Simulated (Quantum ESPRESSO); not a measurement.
# CuO (Tenorite): which magnetic order is lowest

Aim: find out which collinear order of CuO (Tenorite) costs least.

Main program and level: Quantum ESPRESSO 7.5; PBEsol with U = 6 eV on Cu d (ortho-atomic projectors); plane waves with GBRV 1.5 PBEsol potentials, no spin-orbit coupling.

Report form: the programs' logs are mostly left out.

### Step 1. Set-up

It takes space group C2/c (No. 15, monoclinic). The conventional cell has a = 4.684 Å, b = 3.423 Å, c = 5.129 Å, α = 90.00°, β = 99.54°, γ = 90.00°. Nearest to Cu lie 4 O at 1.95 to 1.96 Å. Nearest to O lie 4 Cu at 1.95 to 1.96 Å. Farther neighbours and most contacts between anions are not listed.

The cell comes from the Crystallography Open Database.

### Step 2. Run 1 (ferro ++)

The signs are those of the starting moments on the seeded atoms, the atoms that are given a moment.

pw.in

```
&CONTROL
  calculation = 'scf'
  prefix = 'pwscf'
  outdir = './tmp'
  pseudo_dir = './pseudo'
  disk_io = 'nowf'
/
&SYSTEM
  ibrav = 0
  nat = 4
  ntyp = 2
  ecutwfc = 40
  ecutrho = 280
  nbnd = 35
  occupations = 'smearing'
  smearing = 'fd'
  degauss = 0.00367493
  nspin = 2
  starting_magnetization(1) = 0.0526
  starting_magnetization(2) = 0
/
&ELECTRONS
  conv_thr = 8d-09
  electron_maxstep = 150
  mixing_beta = 0.3
/
ATOMIC_SPECIES
Cu     63.5460 cu_pbesol_v1.2.uspp.F.UPF
O      15.9990 o_pbesol_v1.2.uspp.F.UPF
CELL_PARAMETERS angstrom
   2.3418500000   -1.7113000000    0.0000000000
   2.3418500000    1.7113000000    0.0000000000
  -0.8500274268    0.0000000000    5.0578693947
ATOMIC_POSITIONS crystal
Cu      0.0000000000    0.5000000000    0.0000000000
Cu      0.5000000000    0.0000000000    0.5000000000
O       0.5816000000    0.4184000000    0.2500000000
O       0.4184000000    0.5816000000    0.7500000000
K_POINTS automatic
8 8 4 0 0 0
HUBBARD {ortho-atomic}
U Cu-3d 6.0000
```

Run with:

```console
$ OMP_NUM_THREADS=1 mpirun -n 4 pw.x -nk 4 -in pw.in > pw.out
```

The job ended after 35 s (4 MPI ranks of Arm Neoverse V2, shared host; peak memory 0.43 GiB; 2.3 min of CPU time).

Spin moment in the atom's sphere by atom:

| atom | spin moment in the atom's sphere (μB) |
| --- | --- |
| Cu1 | 0.694 |
| Cu2 | 0.694 |
| O3 | 0.287 |
| O4 | 0.287 |

This step gave:

```yaml
smearing_term_ts: 2.42e-4 eV
magnetization: 1.999 μB
absolute_magnetization: 2.091 μB
final_state: ferromagnetic
```

Spin density in the ac plane of the conventional cell at fractional y = 0.250, with atoms of Cu within 0.2 Å of it.

Ten even steps from '0' (0.0 e/Å³) to '9' (2.8 e/Å³), each cell a mean:
```
00165000000000
00000000000000
00000000000000
00000000000000
00000000000000
00000000000000
00000000026400
00000000019600
00000000011200
00000000000000
00000000000000
00000000000000
00000000000000
00121000000000
00295000000000
```
Columns run along a (4.7 Å), rows up along c (5.1 Å), edges of the conventional cell, whose origin can differ from the input's. Atoms in or near the plane, at fractional coordinates: Cu at (0.25, 0.00), Cu at (0.75, 0.50).

Valence density in the ac plane of the conventional cell at fractional y = 0.250, with atoms of Cu within 0.2 Å of it. It is the smooth field of the valence electrons, not physical close to the nuclei.

Ten steps, logarithmic in the rise over the least value, from '_' (0 e/Å³) to '@' (58 e/Å³), each cell a mean:
```
__::**@@##--..______________
__..--==--......____________
____........::::..__________
__________..::--::..________
__________..::::........____
____________......::====::__
________________..++%%%%==..
________________::##@@%%==..
________________..++##++::..
....______________..::......
::::____________________..::
::::..__________________..::
......::::..____________....
__..--****--..______________
__::**@@@@==..______________
```
Columns run along a (4.7 Å), rows up along c (5.1 Å), edges of the conventional cell, whose origin can differ from the input's. Atoms in or near the plane, at fractional coordinates: Cu at (0.25, 0.00), Cu at (0.75, 0.50).

### Step 3. Run 2 (antiferro +−)

pw.in

```
&CONTROL
  calculation = 'scf'
  prefix = 'pwscf'
  outdir = './tmp'
  pseudo_dir = './pseudo'
  disk_io = 'nowf'
/
&SYSTEM
  ibrav = 0
  nat = 4
  ntyp = 3
  ecutwfc = 40
  ecutrho = 280
  nbnd = 34
  occupations = 'smearing'
  smearing = 'fd'
  degauss = 0.00367493
  nspin = 2
  starting_magnetization(1) = 0.0526
  starting_magnetization(2) = -0.0526
  starting_magnetization(3) = 0
/
&ELECTRONS
  conv_thr = 8d-09
  electron_maxstep = 150
  mixing_beta = 0.3
/
ATOMIC_SPECIES
Cu1    63.5460 cu_pbesol_v1.2.uspp.F.UPF
Cu2    63.5460 cu_pbesol_v1.2.uspp.F.UPF
O      15.9990 o_pbesol_v1.2.uspp.F.UPF
CELL_PARAMETERS angstrom
   2.3418500000   -1.7113000000    0.0000000000
   2.3418500000    1.7113000000    0.0000000000
  -0.8500274268    0.0000000000    5.0578693947
ATOMIC_POSITIONS crystal
Cu1     0.0000000000    0.5000000000    0.0000000000
Cu2     0.5000000000    0.0000000000    0.5000000000
O       0.5816000000    0.4184000000    0.2500000000
O       0.4184000000    0.5816000000    0.7500000000
K_POINTS automatic
8 8 4 0 0 0
HUBBARD {ortho-atomic}
U Cu1-3d 6.0000
U Cu2-3d 6.0000
```

Run time: 50 s. Hardware: 4 MPI ranks; peak memory 0.52 GiB; 3.3 min of CPU time.

Spin moment in the atom's sphere by atom:

| atom | spin moment in the atom's sphere (μB) |
| --- | --- |
| Cu1 | 0.633 |
| Cu2 | -0.633 |
| O3 | 0.000 |
| O4 | 0.000 |

Read from the output:

```
smearing term TS       : 6.70e-6 eV
magnetization          : 0 μB
absolute magnetization : 1.638 μB
final state            : antiferromagnetic
```

Spin density in the ac plane of the conventional cell at fractional y = 0.250, with atoms of Cu within 0.2 Å of it.

Ten even steps from '_' (-2.6 e/Å³) to '@' (2.6 e/Å³), each cell a mean:
```
====++%%##++================
==++++++++++================
============++==============
==========++++==============
==========++++==============
==========++================
==================--..::====
====================__..====
====================----====
==++++======================
++++++======================
++++========================
====++++==++================
==++++**++++================
==++**@@##++================
```
Columns run along a (4.7 Å), rows up along c (5.1 Å), edges of the conventional cell, whose origin can differ from the input's. Atoms in or near the plane, at fractional coordinates: Cu at (0.25, 0.00), Cu at (0.75, 0.50).

Valence density in the ac plane of the conventional cell at fractional y = 0.250, with atoms of Cu within 0.2 Å of it. It is the smooth field of the valence electrons, not physical close to the nuclei.

Ten steps, logarithmic in the rise over the least value, from '_' (0 e/Å³) to '@' (58 e/Å³), each cell a mean:
```
__::**@@##--..______________
__..--==--......____________
____........::::..__________
__________..::--::..________
__________..::::........____
____________......::====::__
________________..++%%%%==..
________________::##@@%%==..
________________..++##++::..
....______________..::......
::::____________________..::
::::..__________________..::
......::::..____________....
__..--****--..______________
__::**@@@@==..______________
```
Columns run along a (4.7 Å), rows up along c (5.1 Å), edges of the conventional cell, whose origin can differ from the input's. Atoms in or near the plane, at fractional coordinates: Cu at (0.25, 0.00), Cu at (0.75, 0.50).

### Step 4. Start 3: antiferro q=(0,1/2,1/2) +−+−

The cell is doubled to 8 atoms to hold this order. The wavevector q is in fractions of the reciprocal vectors of the crystal's primitive cell, as the cells of these inputs are built from it; moments change sign between cells as cos(2π q·R).

pw.in

```
&CONTROL
  calculation = 'scf'
  prefix = 'pwscf'
  outdir = './tmp'
  pseudo_dir = './pseudo'
  disk_io = 'nowf'
/
&SYSTEM
  ibrav = 0
  nat = 8
  ntyp = 3
  ecutwfc = 40
  ecutrho = 280
  nbnd = 64
  occupations = 'smearing'
  smearing = 'fd'
  degauss = 0.00367493
  nspin = 2
  starting_magnetization(1) = 0.0526
  starting_magnetization(2) = -0.0526
  starting_magnetization(3) = 0
/
&ELECTRONS
  conv_thr = 1.6d-08
  electron_maxstep = 150
  mixing_beta = 0.3
/
ATOMIC_SPECIES
Cu1    63.5460 cu_pbesol_v1.2.uspp.F.UPF
Cu2    63.5460 cu_pbesol_v1.2.uspp.F.UPF
O      15.9990 o_pbesol_v1.2.uspp.F.UPF
CELL_PARAMETERS angstrom
   2.3418500000   -1.7113000000    0.0000000000
   4.6837000000    3.4226000000    0.0000000000
   1.4918225732    1.7113000000    5.0578693947
ATOMIC_POSITIONS crystal
Cu1     0.0000000000    0.2500000000    0.0000000000
Cu2     0.0000000000    0.7500000000    0.0000000000
Cu1     0.5000000000    0.7500000000    0.5000000000
Cu2     0.5000000000    0.2500000000    0.5000000000
O       0.5816000000    0.0842000000    0.2500000000
O       0.5816000000    0.5842000000    0.2500000000
O       0.4184000000    0.9158000000    0.7500000000
O       0.4184000000    0.4158000000    0.7500000000
K_POINTS automatic
8 4 4 0 0 0
HUBBARD {ortho-atomic}
U Cu1-3d 6.0000
U Cu2-3d 6.0000
```

Elapsed: 2.3 min, on 4 MPI ranks; peak memory 0.86 GiB; 9.1 min of CPU time.

Spin moment in the atom's sphere by atom:

| atom | spin moment in the atom's sphere (μB) |
| --- | --- |
| Cu1 | 0.674 |
| Cu2 | -0.674 |
| Cu3 | 0.676 |
| Cu4 | -0.676 |
| O5 | 0.136 |
| O6 | -0.136 |
| O7 | -0.136 |
| O8 | 0.136 |

This step gave:

| Property | Result |
| --- | --- |
| smearing term TS | 8.31e-5 eV |
| magnetization | 0 μB |
| absolute magnetization | 3.602 μB |
| final state | antiferromagnetic |

### Step 5. Energies of the orders

An order is kept where moments of 0.15 μB or more survive with the typed signs; meshes match where a doubled cell samples the same k points as the first cell.

Orders:

| start | final state | typed order kept | energy over the lowest (meV a seeded atom) | largest site moment (μB) | net moment (μB a cell of the first run) | mesh matched | CPU time (s) |
| --- | --- | --- | --- | --- | --- | --- | --- |
| ferro ++ | ferromagnetic | yes | 52.16 | 0.6938 | 1.999 | yes | 138.8 |
| antiferro +- | antiferromagnetic | yes | 0 | 0.6333 | 0 | yes | 197.9 |
| antiferro q=(0,1/2,1/2) +-+- | antiferromagnetic | yes | 46.72 | 0.6756 | 0 | no | 545.4 |

### Step 6. Occupations of the corrected shells in the lowest state

Occupations of the Hubbard shells:

| block | type | shell | spin | electrons | occupation numbers |
| --- | --- | --- | --- | --- | --- |
| 1 | Cu1 | 3d | up | 4.919 | 0.969 0.985 0.987 0.988 0.990 |
| 1 | Cu1 | 3d | down | 4.298 | 0.372 0.965 0.986 0.987 0.988 |
| 2 | Cu2 | 3d | up | 4.298 | 0.372 0.965 0.986 0.987 0.988 |
| 2 | Cu2 | 3d | down | 4.919 | 0.969 0.985 0.987 0.988 0.990 |

### Step 7. Summary of results

```yaml
lowest_state_found: antiferromagnetic (from antiferro +-)
largest_site_moment: 0.633 μB
next_state_with_moments: antiferromagnetic, 46.7 meV a seeded atom higher
```

**Reading.** The k meshes of the cells are not all equivalent, which blurs small differences. This is the lowest of 3 collinear or spinless starts, no proof of the ground state.

[Logs and program files are shortened in this print: banners, set-up blocks, solver, clock and traceback lines can be left out without a mark of their own.]

[Logs are printed without paths, hosts, clocks, repeated set-up lines and the standing remarks that a program may print on its own settings, such as how far it seeks lower states.]

[Hosts, paths, dates, database ids (printed as entryN), source tags and the programs' standing remarks are cut or masked in the printed files.]

[Where a cell is said to come from a database of computed structures, the database is the Materials Project.]
